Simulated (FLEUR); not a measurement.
**Magnetic state of HoPd from several starts**

Aim: find out whether HoPd carries moments, and which collinear order costs least.

Program: FLEUR MaX-R8.1. Level of theory: PBEsol with U = 6.7 eV, J = 0.7 eV on Ho f; all-electron FLAPW, Dirac cores, scalar-relativistic bands. Results are calculated unless marked as measured.

## (1) Set-up

Symmetry: Pm-3m, No. 221, cubic system. Conventional cell: a = 3.467 Å, b = 3.467 Å, c = 3.467 Å, α = 90.00°, β = 90.00°, γ = 90.00°. Ho has 8 Pd at 3.00 Å nearest. Pd has 8 Ho at 3.00 Å nearest. Farther neighbours are not listed.

Structure file:

```xyz
2
Lattice="3.4670 0.0000 0.0000 0.0000 3.4670 0.0000 0.0000 0.0000 3.4670" Properties=species:S:1:pos:R:3 pbc="T T T"
Ho    0.0000    0.0000    0.0000
Pd    1.7335    1.7335    1.7335
```

## (2) Run 1 (ferro +)

The parallel start comes first: it shows whether parallel moments hold. The U counters the self-interaction that shrinks the moments of a localised shell.

The file n_mmp_mat seeds the f occupations with whole cubic orbitals by Hund's first rule, so that the U acts from the first pass. inpgen writes inp.xml from crystal.txt; cutoffs, mixing, functional, smearing and local orbitals are then set in the file. The k list default-1 (kpts.xml, not shown) is a Γ-centred 8×8×8 mesh; where the ranks do not divide the number of points, some are split in two of half the weight.

inp.xml

```
<?xml version="1.0" encoding="UTF-8" standalone="no"?>
<fleurInput fleurInputVersion="0.39">
   <comment>
      HoPd
   </comment>
   <calculationSetup>
      <cutoffs Kmax="3.6" Gmax="10.8" GmaxXC="10.8" numbands="0"/>
      <scfLoop itmax="130" minDistance="0.0001" maxIterBroyd="15" imix="Anderson" alpha="0.05" precondParam="0.0" spinf="2.0" sdNocoIR="T"/>
      <coreElectrons ctail="T" frcor="F" kcrel="0" coretail_lmax="0"/>
      <xcFunctional name="PBEs" relativisticCorrections="F"/>
      <magnetism jspins="2"/>
      <soc l_soc="F" theta="0.0" phi="0.0" spav="F"/>
      <expertModes spex="0" secvar="F"/>
      <geometryOptimization l_f="F" forcealpha="1.0" forcemix="BFGS" epsdisp="0.00001" epsforce="0.00001"/>
      <ldaU l_linMix="F" mixParam="0.05" spinf="1.0"/>
   </calculationSetup>
   <cell>
      <bzIntegration valenceElectrons="37.0" mode="hist" fermiSmearingEnergy="0.00293995">
         <kPointListSelection listName="default-1"/>
         <xi:include xmlns:xi="http://www.w3.org/2001/XInclude" href="kpts.xml"> </xi:include>
      </bzIntegration>
      <xi:include xmlns:xi="http://www.w3.org/2001/XInclude" href="sym.xml"> </xi:include>
      <bulkLattice scale="1.0">
         <bravaisMatrix>
            <row-1>    6.5516804739882000     0.0000000000000000     0.0000000000000000</row-1>
            <row-2>    0.0000000000000000     6.5516804739882000     0.0000000000000000</row-2>
            <row-3>    0.0000000000000000     0.0000000000000000     6.5516804739882000</row-3>
         </bravaisMatrix>
      </bulkLattice>
   </cell>
   <atomSpecies>
      <species name="Holmium (H4.000" element="Ho" atomicNumber="67">
         <mtSphere radius="2.77" gridPoints="915" logIncrement="0.015"/>
         <atomicCutoffs lmax="10" lnonsphr="8"/>
         <electronConfig flipSpins="F">
            <coreConfig>(1s1/2) (2s1/2) (2p1/2) (2p3/2) (3s1/2) (3p1/2) (3p3/2) (4s1/2) (3d3/2) (3d5/2) (4p1/2) (4p3/2) (4d3/2) (4d5/2)</coreConfig>
            <valenceConfig>(5s1/2) (5p1/2) (5p3/2) (6s1/2) (4f5/2) (4f7/2)</valenceConfig>
            <stateOccupation state="(4f5/2)" spinUp="3.0" spinDown="1.7142857142857"/>
            <stateOccupation state="(4f7/2)" spinUp="4.0" spinDown="2.2857142857143"/>
         </electronConfig>
         <energyParameters s="6" p="6" d="5" f="4"/>
         <ldaU l="3" U="6.7" J="0.7" l_amf="F"/>
         <lo type="SCLO" l="0" n="5" eDeriv="0"/>
         <lo type="SCLO" l="1" n="5" eDeriv="0"/>
      </species>
      <species name="Palladium (Pd)" element="Pd" atomicNumber="46">
         <mtSphere radius="2.77" gridPoints="915" logIncrement="0.014"/>
         <atomicCutoffs lmax="10" lnonsphr="8"/>
         <electronConfig flipSpins="F">
            <coreConfig>(1s1/2) (2s1/2) (2p1/2) (2p3/2) (3s1/2) (3p1/2) (3p3/2) (4s1/2) (3d3/2) (3d5/2)</coreConfig>
            <valenceConfig>(4p1/2) (4p3/2) (5s1/2) (4d3/2) (4d5/2)</valenceConfig>
            <stateOccupation state="(5s1/2)" spinUp="0.500000" spinDown="0.500000"/>
            <stateOccupation state="(4d3/2)" spinUp="1.800000" spinDown="1.800000"/>
            <stateOccupation state="(4d5/2)" spinUp="2.700000" spinDown="2.700000"/>
         </electronConfig>
         <energyParameters s="5" p="5" d="4" f="4"/>
         <lo type="SCLO" l="1" n="4" eDeriv="0"/>
      </species>
   </atomSpecies>
   <atomGroups>
      <atomGroup species="Holmium (H4.000">
         <relPos label="                   1">.0000000000 .0000000000 .0000000000</relPos>
         <force calculate="T" relaxXYZ="TTT"/>
      </atomGroup>
      <atomGroup species="Palladium (Pd)">
         <relPos label="                   2">1.000/2.000 1.000/2.000 1.000/2.000</relPos>
         <force calculate="T" relaxXYZ="TTT"/>
      </atomGroup>
   </atomGroups>
   <output dos="F" band="F" slice="F">
      <bandDOS minEnergy="-.5*Htr" maxEnergy="0.5*Htr" sigma="0.015" storeEVData="T"/>
      <plotting iplot="0" polar="F">
         <plot TwoD="T" vec1="  1.0  0.0  0.0" vec2="  0.0  1.0  0.0" vec3="  0.0  0.0  1.0" zero="  0.0  0.0  0.0" file="plot"/>
      </plotting>
      <moessbauerParams electricFieldGradient="F" isomerShift="F" coreHyperfine="F" valenceHyperfine="F"/>
   </output>
</fleurInput>
```

crystal.txt

```
HoPd
&input film=F cartesian=F /
3.46700000000  0.00000000000  0.00000000000
0.00000000000  3.46700000000  0.00000000000
0.00000000000  0.00000000000  3.46700000000
1.8897261246
1.0 1.0 1.0

2
67 0.00000000000  0.00000000000  0.00000000000 : 4.000
46 0.50000000000  0.50000000000  0.50000000000

&kpt div1=8 div2=8 div3=8 gamma=T /
```

Command:

```bash
OMP_NUM_THREADS=1 inpgen -f crystal.txt > inpgen.log  # inp.xml is then edited as shown
OMP_NUM_THREADS=1 mpirun -n 4 fleur_MPI > fleur.log
```

The log of the run:

```text
Welcome to FLEUR        (www.flapw.de)
      MaX-Release 8.1          (www.max-centre.eu)

 ========== k-point set info ==========
 Selected k-point list: default-1
 k-point list type: mesh
 0 x 0 x 0
 Number of k points: 36

 ------------Calculation Setup---------------------------
 Number of MPI-tasks      :            4
 Number of PE/node        :            4
 Number of OMP-threads    :            1
 k-points in parallel     :            4
 pe's per k-point         :            1
 No of k-point loops      :            9
 Eigenvalue solver        :       lapack
 Number of basis functions:          263
 Approximate size of matrices (H+S) per k-point:         0.001 GB
 --------------------------------------------------------
 Iteration:     1   Distance:      54.50584393 me/bohr^3
 Iteration:     2   Distance:      50.52806144 me/bohr^3
 Iteration:     3   Distance:      45.60647399 me/bohr^3
 Iteration:     4   Distance:      84.34395230 me/bohr^3
 Iteration:     5   Distance:      37.22315871 me/bohr^3
 Iteration:     6   Distance:      17.70279821 me/bohr^3
 Iteration:     7   Distance:       8.45086871 me/bohr^3
 Iteration:     8   Distance:       4.67156640 me/bohr^3
 Iteration:     9   Distance:       4.05518517 me/bohr^3
 Iteration:    10   Distance:       3.54082889 me/bohr^3
 Iteration:    11   Distance:       3.52003406 me/bohr^3
 Iteration:    12   Distance:       2.99532059 me/bohr^3
 Iteration:    13   Distance:       2.89979246 me/bohr^3
 Iteration:    14   Distance:       2.28318946 me/bohr^3
 Iteration:    15   Distance:       2.21161033 me/bohr^3
 Iteration:    16   Distance:       2.12780780 me/bohr^3
 Iteration:    17   Distance:       1.69016654 me/bohr^3
 Iteration:    18   Distance:       0.87316137 me/bohr^3
 Iteration:    19   Distance:       1.78504068 me/bohr^3
 Iteration:    20   Distance:       0.22835818 me/bohr^3
 Iteration:    21   Distance:       0.21109849 me/bohr^3
 Iteration:    22   Distance:       0.04029711 me/bohr^3
 Iteration:    23   Distance:       0.01488253 me/bohr^3
 Iteration:    24   Distance:       0.01034842 me/bohr^3
 Iteration:    25   Distance:       0.00132420 me/bohr^3
 Iteration:    26   Distance:       0.00146454 me/bohr^3
 Iteration:    27   Distance:       0.00052533 me/bohr^3
 Iteration:    28   Distance:       0.00005489 me/bohr^3

 ********************************************************************
 Run finished successfully
 Stop message:
   all done
 ********************************************************************

--- out.xml (last complete iteration) ---
<iteration numberForCurrentRun="   28" overallNumber="   28">
         [... left out ...]
         <bandgap value="0.0002303708" units="eV"/>
         <sumValenceSingleParticleEnergies value="-11.4905136023" units="Htr"/>
         <FermiEnergy value="0.3496097722" units="Htr"/>
         <valenceDensity>
            <mtCharges spin="1">
               <mtCharge atomType="1" total="11.6096436" s="1.1386929" p="3.0333366" d="0.4431920" f="6.9888752"/>
               <mtCharge atomType="2" total="7.8362177" s="0.3394613" p="3.2013813" d="4.2827487" f="0.0089438"/>
            </mtCharges>
            <mtCharges spin="2">
               <mtCharge atomType="1" total="7.5271295" s="1.1262647" p="3.0115496" d="0.3641298" f="3.0197813"/>
               <mtCharge atomType="2" total="7.8061994" s="0.3360961" p="3.1733877" d="4.2856116" f="0.0079353"/>
            </mtCharges>
            <spinDependentCharge spin="1" total="20.5953249" interstitial="1.1494636" mtSpheres="19.4458613"/>
            <spinDependentCharge spin="2" total="16.4046751" interstitial="1.0713461" mtSpheres="15.3333290"/>
            <totalCharge value="37.0000000000"/>
         </valenceDensity>
         [... left out ...]
         <allElectronCharges>
            <spinDependentCharge spin="1" total="58.5953249" interstitial="1.1496183" mtSpheres="57.4457066"/>
            <spinDependentCharge spin="2" total="54.4046751" interstitial="1.0715007" mtSpheres="53.3331744"/>
            <totalCharge value="112.9999999798"/>
         </allElectronCharges>
         <magneticMomentsInMTSpheres units="muBohr">
            <globalMagMoment atomType="1" vec="0.00000   0.00000   4.08251"/>
            <localMagMoment atomType="1" vec="0.00000   0.00000   4.08251"/>
            <globalMagMoment atomType="2" vec="0.00000   0.00000   0.03002"/>
            <localMagMoment atomType="2" vec="0.00000   0.00000   0.03002"/>
         </magneticMomentsInMTSpheres>
         <moessbauerParams unitsHFF="kG" unitsIS="e/bohr^3" unitsEFG="Htr/bohr^2">
         </moessbauerParams>
         <totalEnergy value="   -17669.1418838943" units="Htr">
            <sumOfEigenvalues value="   -10762.5117131377">
               <coreElectrons value="-10751.0211995353"/>
               <valenceElectrons value="-11.4905136023"/>
            </sumOfEigenvalues>
            <densityCoulombPotentialIntegral value="-29382.2138146585"/>
            <densityEffectivePotentialIntegral value="-29920.8989713108"/>
            <chargeDenXCDenIntegral value="-409.4249032138"/>
            <FockExchangeEnergyValence value="0.0000000000"/>
            <FockExchangeEnergyCore value="0.0000000000"/>
            <atomTypeDependentContributions atomType="1">
               <electronNucleiInteractionDifferentMTs value="15572.2815740640"/>
               <MadelungTerm value="-32.3270073089"/>
            </atomTypeDependentContributions>
            <atomTypeDependentContributions atomType="2">
               <electronNucleiInteractionDifferentMTs value="6111.8262498075"/>
               <MadelungTerm value="-11.6920327608"/>
            </atomTypeDependentContributions>
            <dftUCorrection value="-1.1295324169"/>
            <tkbTimesEntropy value="0.0013532484"/>
            <freeEnergy value="-17669.1432371427"/>
            <extrapolationTo0K value="-17669.1425605185"/>
         </totalEnergy>
         <ldaUDensityMatrix>
            <densityMatrixFor spin="1" atomType="1" uIndex="1" l="3" U="6.70000000" J="0.70000000">
               (+0.99814,+0.00000) (+0.00000,+0.00000) (+0.00000,+0.00000) (+0.00000,+0.00000) (-0.00038,+0.00000) (+0.00000,+0.00000) (+0.00000,+0.00000)
               (+0.00000,+0.00000) (+0.99904,+0.00000) (+0.00000,+0.00000) (+0.00000,+0.00000) (+0.00000,+0.00000) (-0.00041,+0.00000) (+0.00000,+0.00000)
               (+0.00000,+0.00000) (+0.00000,+0.00000) (+0.99833,+0.00000) (+0.00000,+0.00000) (+0.00000,+0.00000) (+0.00000,+0.00000) (-0.00038,+0.00000)
               (+0.00000,+0.00000) (+0.00000,+0.00000) (+0.00000,+0.00000) (+0.99785,+0.00000) (+0.00000,+0.00000) (+0.00000,+0.00000) (+0.00000,+0.00000)
               (-0.00038,+0.00000) (+0.00000,+0.00000) (+0.00000,+0.00000) (+0.00000,+0.00000) (+0.99833,+0.00000) (+0.00000,+0.00000) (+0.00000,+0.00000)
               (+0.00000,+0.00000) (-0.00041,+0.00000) (+0.00000,+0.00000) (+0.00000,+0.00000) (+0.00000,+0.00000) (+0.99904,+0.00000) (+0.00000,+0.00000)
               (+0.00000,+0.00000) (+0.00000,+0.00000) (-0.00038,+0.00000) (+0.00000,+0.00000) (+0.00000,+0.00000) (+0.00000,+0.00000) (+0.99814,+0.00000)
            </densityMatrixFor>
            <densityMatrixFor spin="2" atomType="1" uIndex="1" l="3" U="6.70000000" J="0.70000000">
               (+0.37820,+0.00000) (+0.00000,+0.00000) (+0.00000,+0.00000) (+0.00000,+0.00000) (-0.47961,+0.00000) (+0.00000,+0.00000) (+0.00000,+0.00000)
               (+0.00000,+0.00000) (+0.50248,+0.00000) (+0.00000,+0.00000) (+0.00000,+0.00000) (+0.00000,+0.00000) (+0.49489,+0.00000) (+0.00000,+0.00000)
               (+0.00000,+0.00000) (+0.00000,+0.00000) (+0.62587,+0.00000) (+0.00000,+0.00000) (+0.00000,+0.00000) (+0.00000,+0.00000) (-0.47961,+0.00000)
               (+0.00000,+0.00000) (+0.00000,+0.00000) (+0.00000,+0.00000) (+0.00669,+0.00000) (+0.00000,+0.00000) (+0.00000,+0.00000) (+0.00000,+0.00000)
               (-0.47961,+0.00000) (+0.00000,+0.00000) (+0.00000,+0.00000) (+0.00000,+0.00000) (+0.62587,+0.00000) (+0.00000,+0.00000) (+0.00000,+0.00000)
               (+0.00000,+0.00000) (+0.49489,+0.00000) (+0.00000,+0.00000) (+0.00000,+0.00000) (+0.00000,+0.00000) (+0.50248,+0.00000) (+0.00000,+0.00000)
               (+0.00000,+0.00000) (+0.00000,+0.00000) (-0.47961,+0.00000) (+0.00000,+0.00000) (+0.00000,+0.00000) (+0.00000,+0.00000) (+0.37820,+0.00000)
            </densityMatrixFor>
         </ldaUDensityMatrix>
         <ldaUDensityMatrixConvergence>
            <distance spin="1" distance="0.000000"/>
            <distance spin="2" distance="0.000001"/>
         </ldaUDensityMatrixConvergence>
         <densityConvergence units="me/bohr^3">
            <chargeDensity spin="1" distance="0.0000340373"/>
            <chargeDensity spin="2" distance="0.0000274293"/>
            <overallChargeDensity distance="0.0000548873"/>
            <spinDensity distance="0.0000284461"/>
         </densityConvergence>
      </iteration>
```

The job ended after 24 s (4 MPI ranks of AMD EPYC 7R43, shared host; peak memory 0.28 GiB).

Numbers from this step:

| Quantity | Value |
| --- | --- |
| free energy | -480801.8813 eV |
| program's band gap on this mesh (in a metal only a level spacing) | 2.30e-4 eV |
| magnetization | 4.191 μB |
| final state | ferromagnetic |
| largest moment | 4.083 μB |

After 28 cycles the largest moment stands at 4.08 μB.

(Part 1 of 3 ends here.)

[Logs and program files are shortened in this print: banners, set-up blocks, solver, clock and traceback lines can be left out without a mark of their own.]

[Logs are printed without paths, hosts, clocks, repeated set-up lines and the standing remarks that a program may print on its own settings, such as how far it seeks lower states.]

[Hosts, paths, dates, database ids (printed as entryN), source tags and the programs' standing remarks are cut or masked in the printed files.]

[Where a cell is said to come from a database of computed structures, the database is the Materials Project.]
